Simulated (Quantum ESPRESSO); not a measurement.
**CdS (Hawleyite): the optical phonon under strain**

Wanted: the shift of the optical mode of CdS (Hawleyite) in a strained (001) layer.

Main program and level: Quantum ESPRESSO 7.5; DFT LDA, scalar-relativistic, plane waves, PseudoDojo norm-conserving pseudopotentials.

**1. The relaxed structure**

Symmetry: F-43m, No. 216, cubic system. The conventional cell has a = 5.760 Å, b = 5.760 Å, c = 5.760 Å, α = 90.00°, β = 90.00°, γ = 90.00°. Nearest to Cd lie 4 S at 2.49 Å. Nearest to S lie 4 Cd at 2.49 Å. Farther neighbours and most contacts between anions are not listed.

As a file:

```xyz
2
Lattice="-2.8798 0.0000 2.8798 0.0000 2.8798 2.8798 -2.8798 2.8798 0.0000" Properties=species:S:1:pos:R:3 pbc="T T T"
Cd    0.0000    0.0000    0.0000
S    -1.4399    1.4399    1.4399
```

This is the cell after its relaxation at this level of theory, not the database cell from which that began.

**2. Uniaxial strain**

The relaxed cell is stretched along z alone. This keeps all atoms on sites fixed by symmetry and splits the threefold mode into a singlet, polarised along z, and a doublet. The macroscopic field is left out, so these are transverse modes. Cutoff 112 Ry, k mesh 8×8×8.

From the response at ε_zz = 0.01:

What it wrote:

```text
[banners, grids, parts of the stress and lines that vanish by symmetry left out]
Program PHONON v.7.5
     Reading xml data from directory:

[...]
Exchange-correlation= PW
                           (   1   4   0   0   0   0   0)
[...]
kinetic-energy cut-off    =     112.0000  Ry
     charge density cut-off    =     448.0000  Ry
     convergence threshold     =      1.0E-18
[...]
Exchange-correlation= PW
                           (   1   4   0   0   0   0   0)
[...]
q = (   0.0000000   0.0000000   0.0000000 )
      9 Sym.Ops. (with q -> -q+G )
     G cutoff =  678.9227  (  51997 G-vectors)     FFT grid: ( 54, 54, 54)
     number of k points=    59
[...]
Mode symmetry, D_2d (-42m) point group:
[...]
Representation #   1 mode #   1
[...]
End of self-consistent calculation
     Convergence has been achieved
     Representation #   2 mode #   2
[...]
End of self-consistent calculation
     Convergence has been achieved
     Representation #   3 modes #   3   4
[...]
End of self-consistent calculation
     Convergence has been achieved
     Representation #   4 modes #   5   6
[...]
End of self-consistent calculation
     Convergence has been achieved
[...]
q = (    0.000000000   0.000000000   0.000000000 )
[...]
freq (    1) =      -0.042125 [THz] =      -1.405131 [cm-1]
     freq (    2) =      -0.041552 [THz] =      -1.386031 [cm-1]
     freq (    3) =      -0.041552 [THz] =      -1.386031 [cm-1]
     freq (    4) =       7.157772 [THz] =     238.757565 [cm-1]
     freq (    5) =       7.157772 [THz] =     238.757565 [cm-1]
     freq (    6) =       7.224212 [THz] =     240.973779 [cm-1]
[...]
Mode symmetry, D_2d (-42m) point group:
     freq (   1-   1) =         -1.4  [cm-1]   --> B_2  X_3  W_2   I+R
     freq (   2-   3) =         -1.4  [cm-1]   --> E    X_5  W_3   I+R
     freq (   4-   5) =        238.8  [cm-1]   --> E    X_5  W_3   I+R
     freq (   6-   6) =        241.0  [cm-1]   --> B_2  X_3  W_2   I+R

   JOB DONE.
```

```csv
ε_zz,singlet (cm⁻¹),doublet (cm⁻¹),σ_zz (GPa),σ_xx (GPa)
-0.01,246.70,249.13,-0.829,-0.632
-0.005,245.31,246.50,-0.413,-0.312
0,243.90,243.90,-0.002,-0.002
0.005,242.45,241.32,0.405,0.298
0.01,240.97,238.76,0.808,0.589
```

Stress is counted positive in tension.

**3. The fit**

To first order ω² − ω₀² = p ε_zz + q (ε_xx + ε_yy) for the mode along z, and likewise for x and y. With ε_zz alone the singlet gives p and the doublet q.

The linear terms of parabolas through ω² are p = -2.35 ω₀² and q = -4.25 ω₀², with ω₀ = 243.9 cm⁻¹. Those of the stresses are C11 = 82 GPa and C12 = 61 GPa. Under hydrostatic strain p and q imply γ = −(p + 2q)/(6 ω₀²) = 1.81.

A layer held to an in-plane strain ε and free along z takes ε_zz = −2 (C12/C11) ε = -1.492 ε. To first order the singlet then shifts by (q − p C12/C11) ε / ω₀ = -610 ε cm⁻¹. For ε = 0.004, ε_zz = -0.00597, the formulas for ω² predict 241.45 cm⁻¹ for the singlet and 243.78 cm⁻¹ for the doublet.

**4. A biaxially strained cell**

This run was no part of the fit.

What it wrote:

```text
[banners, grids, parts of the stress and lines that vanish by symmetry left out]
[banner, memory and clock lines left out]
Program PHONON v.7.5

[...]
Exchange-correlation= PW
                           (   1   4   0   0   0   0   0)
[...]
kinetic-energy cut-off    =     112.0000  Ry
     charge density cut-off    =     448.0000  Ry
     convergence threshold     =      1.0E-18
[...]
Exchange-correlation= PW
                           (   1   4   0   0   0   0   0)
[...]
q = (   0.0000000   0.0000000   0.0000000 )
      9 Sym.Ops. (with q -> -q+G )
     G cutoff =  670.8606  (  51593 G-vectors)     FFT grid: ( 54, 54, 54)
     number of k points=    59
[...]
Mode symmetry, D_2d (-42m) point group:
[...]
Representation #   1 mode #   1
[...]
End of self-consistent calculation
     Convergence has been achieved
     Representation #   2 mode #   2
[...]
End of self-consistent calculation
     Convergence has been achieved
     Representation #   3 modes #   3   4
[...]
End of self-consistent calculation
     Convergence has been achieved
     Representation #   4 modes #   5   6
[...]
End of self-consistent calculation
     Convergence has been achieved
[...]
q = (    0.000000000   0.000000000   0.000000000 )
[...]
freq (    1) =      -0.039827 [THz] =      -1.328491 [cm-1]
     freq (    2) =      -0.039359 [THz] =      -1.312868 [cm-1]
     freq (    3) =      -0.039359 [THz] =      -1.312868 [cm-1]
     freq (    4) =       7.238948 [THz] =     241.465314 [cm-1]
     freq (    5) =       7.307395 [THz] =     243.748451 [cm-1]
     freq (    6) =       7.307395 [THz] =     243.748451 [cm-1]
[...]
Mode symmetry, D_2d (-42m) point group:
     freq (   1-   1) =         -1.3  [cm-1]   --> B_2  X_3  W_2   I+R
     freq (   2-   3) =         -1.3  [cm-1]   --> E    X_5  W_3   I+R
     freq (   4-   4) =        241.5  [cm-1]   --> B_2  X_3  W_2   I+R
     freq (   5-   6) =        243.7  [cm-1]   --> E    X_5  W_3   I+R
```

```csv
mode,predicted (cm⁻¹),run (cm⁻¹)
singlet,241.45,241.47
doublet,243.78,243.75
```

The stress along z is 0.000 GPa and that in the plane 0.205 GPa; the unstrained cell carries -0.002 GPa.

**5. Outcome**

* p (in units of the squared frequency): -2.348
* q (same units): -4.252
* shift of the singlet per unit of biaxial strain: -610 cm⁻¹
* C11 and C12: 82 and 61 GPa

To first order, one per cent of tensile biaxial strain moves the singlet of CdS (Hawleyite) by -6.1 cm⁻¹ and the doublet by -0.3 cm⁻¹; the formulas miss the test run by up to 0.03 cm⁻¹. In backscattering from (001) the mode polarised along z is the one seen in diamond and zinc-blende crystals; in a polar crystal it is the LO mode, whose potentials differ somewhat from these. The third potential, r, needs shear strain and a relaxation of the atoms, which was not run. These are harmonic values at zero temperature.

[Host names and launcher messages were left out of these logs when they were recorded.]

[Logs are printed without paths, hosts, clocks, repeated set-up lines and the standing remarks that a program may print on its own settings, such as how far it seeks lower states.]

[Hosts, paths, dates, database ids (printed as entryN), source tags and the programs' standing remarks are cut or masked in the printed files.]
